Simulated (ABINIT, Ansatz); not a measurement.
# Converging GW for Al2O3 (Corundum) in ABINIT, part 2 of 2

Aim: raise bands and screening cutoff together for Al2O3 (Corundum) and follow gap and time.

ABINIT 10.8.3; PBE and many-body steps on it, plane waves. Known limits of the many-body steps: not at the basis limit.

So far. Step 3 (Screening, 4×4×4 mesh, 55 bands, screening to 76.2 eV): Local fields lower ε∞ by 3 %. Step 4 (55 bands, 76.2 eV): The gap on the mesh goes from 6.27 eV to 8.67 eV, a correction of +2.41 eV.

### 6. 127 bands, 141.5 eV

This step: G0W0 on PBE, plane waves, norm-conserving pseudopotentials.

The input, run.abi:

```
acell 3*1.0 Angstrom
rprim 
  2.380249999995 1.374237978213 4.331866666707
  -2.380249999995 1.374237978213 4.331866666707
  -0.000000000000 -2.748475956495 4.331866666685
ntypat 2
znucl 13 8
natom 10
typat 1 1 1 1 2 2 2 2 2 2
xred 
  0.352160000000 0.352160000000 0.352160000000
  0.147840000000 0.147840000000 0.147840000000
  0.647840000000 0.647840000000 0.647840000000
  0.852160000000 0.852160000000 0.852160000000
  0.556680000000 0.943320000000 0.250000000000
  0.250000000000 0.556680000000 0.943320000000
  0.943320000000 0.250000000000 0.556680000000
  0.443320000000 0.056680000000 0.750000000000
  0.750000000000 0.443320000000 0.056680000000
  0.056680000000 0.750000000000 0.443320000000
pp_dirpath "pseudos"
pseudos "Al.upf, O.upf"
ecut 36
ngkpt 4 4 4
nshiftk 1
shiftk 0 0 0
kptopt 1
chksymbreak 0
istwfk *1
occopt 1
irdwfk 1
optdriver 4
nband 127
gwcalctyp 0
ecutsigx 36
symsigma 1
nkptgw 1
kptgw 
  0.0000000000 0.0000000000 0.0000000000
bdgw 
  22 26
ecuteps 5.2
irdscr 1
ppmodel 1
indata_prefix "in"
outdata_prefix "out"
tmpdata_prefix "tmp"
```

Started as:

```bash
$ OMP_NUM_THREADS=1 mpirun -n 4 abinit run.abi > log
```

Numbers of over 12 decimals in the logs are rounded to 6 here.

What it wrote:

```text
.Version 10.8.3 of ABINIT. v10.8.2 released Aug 2026.

 Symmetries : space group R-3 c (#167); Bravais hR (rhombohedral)
[... echo of the input left out ...]
== DATASET  1 ==================================================================
-   mpi_nproc: 4, omp_nthreads: 1 (-1 if OMP is not activated)

--- !DatasetInfo
iteration_state: {dtset: 1, }
dimensions: {natom: 10, nkpt: 13, mband: 127, nsppol: 1, nspinor: 1, nspden: 1, mpw: 5940, }
cutoff_energies: {ecut:  36.0, pawecutdg:  -1.0, }
electrons: {nelect:   4.80000000E+01, charge:   0.00000000E+00, occopt:   1.00000000E+00, tsmear:   1.00000000E-02, }

 SIGMA: Calculation of the GW corrections

 Based on a program developped by R.W. Godby, V. Olevano, G. Onida, and L. Reining.
 Incorporated in ABINIT by V. Olevano, G.-M. Rignanese, and M. Torrent.
.Using double precision arithmetic ; gwpc =  8

[... cell and pseudopotentials left out ...]
--------------------------------------------------------------------------------

 ==== K-mesh for the wavefunctions ====
 Number of points in the irreducible wedge :    13
[... list of points left out ...]
 Together with 12 symmetry operations and time-reversal symmetry
 yields    64 points in the full Brillouin Zone.

 ==== Q-mesh for screening function ====
 Number of points in the irreducible wedge :    13
[... list of points left out ...]
 Together with 12 symmetry operations and time-reversal symmetry
 yields    64 points in the full Brillouin Zone.

 vcoul_init : cutoff-mode = AUXILIARY_FUNCTION
 q-points for optical limit:   1
     1)      0.000010    0.000020    0.000030
 setmesh: FFT mesh size selected  =    54x   54x   54
          total number of points  =       157464

 Number of electrons calculated from density =   48.0000; Expected =   48.0000
[...]
number of q-points in IBZ                          13
 number of symmetry operations                      12
 number of k-points in BZ                           64
 number of q-points in BZ                           64
 number of frequencies for dSigma/dE                 9
 frequency step for dSigma/dE [eV]                0.25
 number of omega for Sigma on real axis              0
 max omega for Sigma on real axis  [eV]           0.00
 zcut for avoiding poles [eV]                     0.10

 EPSILON^-1 parameters (SCR file):
 dimension of the eps^-1 matrix on file            321
 dimension of the eps^-1 matrix used               321
 number of plane-waves for wavefunctions          5879
 number of bands                                   127
 number of q-points in IBZ                          13
 number of frequencies                               2
 number of real frequencies                          1
 number of imag frequencies                          1

 matrix elements of self-energy operator (all in [eV])

 Perturbative Calculation

--- !SelfEnergy_ee
iteration_state: {dtset: 1, }
kpoint     : [   0.000,    0.000,    0.000, ]
spin       : 1
KS_gap     :    6.266
QP_gap     :    8.454
Delta_QP_KS:    2.187
data: !SigmaeeData |
     Band     E0 <VxcDFT>   SigX SigC(E0)      Z dSigC/dE  Sig(E)    E-E0       E
       22   5.137 -20.467 -25.963   4.416   0.818  -0.222 -21.350  -0.883   4.254
       23   5.137 -20.467 -25.963   4.416   0.818  -0.222 -21.350  -0.883   4.254
       24   5.182 -20.398 -25.833   4.364   0.819  -0.222 -21.274  -0.877   4.305
       25  11.448 -13.779  -8.892  -3.352   0.854  -0.170 -12.468   1.311  12.759
       26  14.369 -11.424  -6.101  -3.774   0.862  -0.160 -10.089   1.334  15.704

== END DATASET(S) ==============================================================
================================================================================

 -outvars: echo values of variables after computation  --------
           etotal      0.0000000000E+00
            nband         127
             nkpt          13
          spgroup         167
 [... the other variables as echoed above ...]

 Calculation completed.
```

It took 15 s on 4 MPI ranks of Arm Neoverse V1, shared host; peak memory 2.1 GiB.

Numbers from this step:

- G0W0 gap on the points computed: 8.454 eV
- starting gap on the mesh: 6.266 eV
- k of the valence top: 0, 0, 0
- k of the conduction bottom: 0, 0, 0
- Z at the valence top: 0.819
- Z at the conduction bottom: 0.854
- least direct G0W0 gap on the computed points: 8.454 eV

Against G0W0 in ABINIT (4×4×4 mesh, 55 bands, screening to 76.2 eV, Godby-Needs plasmon pole), the gap moves by −0.220 eV.

### 7. Screening, 4×4×4 mesh, 277 bands, screening to 217.7 eV

This step: RPA screening on PBE, plane waves, norm-conserving pseudopotentials.

run.abi: that of step 6 with these lines changed.

```diff
@@ -31,15 +31,8 @@
 irdwfk 1
-optdriver 4
-nband 127
-gwcalctyp 0
-ecutsigx 36
-symsigma 1
-nkptgw 1
-kptgw 
-  0.0000000000 0.0000000000 0.0000000000
-bdgw 
-  22 26
-ecuteps 5.2
-irdscr 1
-ppmodel 1
+optdriver 3
+nband 277
+ecuteps 8
+inclvkb 2
+awtr 1
+symchi 1
 indata_prefix "in"
```

What it wrote:

```text
.Version 10.8.3 of ABINIT. v10.8.2 released Aug 2026.

 Symmetries : space group R-3 c (#167); Bravais hR (rhombohedral)
[... echo of the input left out ...]
== DATASET  1 ==================================================================
-   mpi_nproc: 4, omp_nthreads: 1 (-1 if OMP is not activated)

--- !DatasetInfo
iteration_state: {dtset: 1, }
dimensions: {natom: 10, nkpt: 13, mband: 277, nsppol: 1, nspinor: 1, nspden: 1, mpw: 5940, }
cutoff_energies: {ecut:  36.0, pawecutdg:  -1.0, }
[...]
--------------------------------------------------------------------------------
[... chi0 elements left out ...]
 For q-point:  0.000010 0.000020 0.000030
  dielectric constant =   3.0251
  dielectric constant without local fields =   3.2620

  Average fulfillment of the sum rule on Im[epsilon] for q-point    1 :     78.15  [%]
[... wings left out ...]
  q-point number  2        q = ( 0.250000, 0.000000, 0.000000) [r.l.u.]
--------------------------------------------------------------------------------
[... chi0 elements left out ...]
  Average fulfillment of the sum rule on Im[epsilon] for q-point    2 :     84.14  [%]

 [... 11 further q-points ...]
```

Elapsed: 24 min, on 4 MPI ranks; peak memory 5.4 GiB.

This step gave:

```yaml
eps_infinity_with_local_fields_on_this_mesh_along_the_program_s_q_direction: 3.025
the_same_without_local_fields: 3.262
plasma_frequency: 27.90 eV
plane_waves_in_the_screening_matrix: 605
```

### 8. 277 bands, 217.7 eV

This step: G0W0 on PBE, plane waves, norm-conserving pseudopotentials.

run.abi: that of step 7 with these lines changed.

```diff
@@ -31,8 +31,15 @@
 irdwfk 1
-optdriver 3
+optdriver 4
 nband 277
+gwcalctyp 0
+ecutsigx 36
+symsigma 1
+nkptgw 1
+kptgw 
+  0.0000000000 0.0000000000 0.0000000000
+bdgw 
+  22 26
 ecuteps 8
-inclvkb 2
-awtr 1
-symchi 1
+irdscr 1
+ppmodel 1
 indata_prefix "in"
```

What it wrote:

```text
.Version 10.8.3 of ABINIT. v10.8.2 released Aug 2026.

 Symmetries : space group R-3 c (#167); Bravais hR (rhombohedral)
[... echo of the input left out ...]
== DATASET  1 ==================================================================
-   mpi_nproc: 4, omp_nthreads: 1 (-1 if OMP is not activated)

--- !DatasetInfo
iteration_state: {dtset: 1, }
dimensions: {natom: 10, nkpt: 13, mband: 277, nsppol: 1, nspinor: 1, nspden: 1, mpw: 5940, }
cutoff_energies: {ecut:  36.0, pawecutdg:  -1.0, }
[...]
24   5.182 -20.398 -25.833   3.970   0.814  -0.229 -21.590  -1.193   3.989
       25  11.448 -13.779  -8.892  -3.603   0.851  -0.175 -12.687   1.092  12.540
       26  14.369 -11.424  -6.101  -4.061   0.859  -0.164 -10.339   1.084  15.453

== END DATASET(S) ==============================================================
================================================================================

 -outvars: echo values of variables after computation  --------
           etotal      0.0000000000E+00
            nband         277
             nkpt          13
          spgroup         167
 [... the other variables as echoed above ...]

 Calculation completed.
```

It took 83 s on 4 MPI ranks; peak memory 5.3 GiB.

This step gave:

* G0W0 gap on the points computed: 8.551 eV
* starting gap on the mesh: 6.266 eV
* k of the valence top: 0, 0, 0
* k of the conduction bottom: 0, 0, 0
* least direct G0W0 gap on the computed points: 8.551 eV

Against G0W0 in ABINIT (4×4×4 mesh, 127 bands, screening to 141.5 eV, Godby-Needs plasmon pole), the gap moves by +0.097 eV.

### 9. The runs together

Times are wall times on 4 MPI ranks of Arm Neoverse V1, shared host, good to a factor of about two. A run's time includes the screening step that it read.

| run | mesh | bands | screening cutoff (eV) | DFT gap (eV) | gap on the mesh (eV) | direct (eV) | ε∞ used | time |
| --- | --- | --- | --- | --- | --- | --- | --- | --- |
| 55 bands, 76.2 eV | 4×4×4 | 55 | 76.2 | 6.266 | 8.674 | 8.674 | 3.03 | 86 s |
| 127 bands, 141.5 eV | 4×4×4 | 127 | 141.5 | 6.266 | 8.454 | 8.454 | 3.03 | 6.6 min |
| 277 bands, 217.7 eV | 4×4×4 | 277 | 217.7 | 6.266 | 8.551 | 8.551 | 3.03 | 26 min |

### 10. Outcome

| Item | Value |
| --- | --- |
| 55 bands, 76.2 eV | 8.674 eV |
| 127 bands, 141.5 eV | 8.454 eV |
| 277 bands, 217.7 eV | 8.551 eV |
| known limits | not at the basis limit |

From the first rung to the last the gap moves by −0.12 eV for 18 times the time. The gap turns back along the series, so no limit is drawn from it. In the G0W0 runs levels were corrected at 1 k point alone, so a gap called «on the mesh» is the least over those, and an edge elsewhere would be missed.

[Paths, hosts, dates, memory and timing lines, banners, echoed tables and standing remarks are left out of the program output.]

[Logs are printed without paths, hosts, clocks, repeated set-up lines and the standing remarks that a program may print on its own settings, such as how far it seeks lower states.]

[Runs of the session that timed out or met a known fault of the program may be left out.]

[Hosts, paths, dates, database ids (printed as entryN), source tags and the programs' standing remarks are cut or masked in the printed files.]

[G0W0 gaps are taken among the corrected bands and points alone; a level outside them can change the order at an edge.]

[Where Ansatz stands beside ABINIT at settings called matched, ABINIT's density can come from a denser mesh and the files from another edition; pairs whose starting gaps differed by over 0.03 eV were left out, so agreement reads better than it is.]
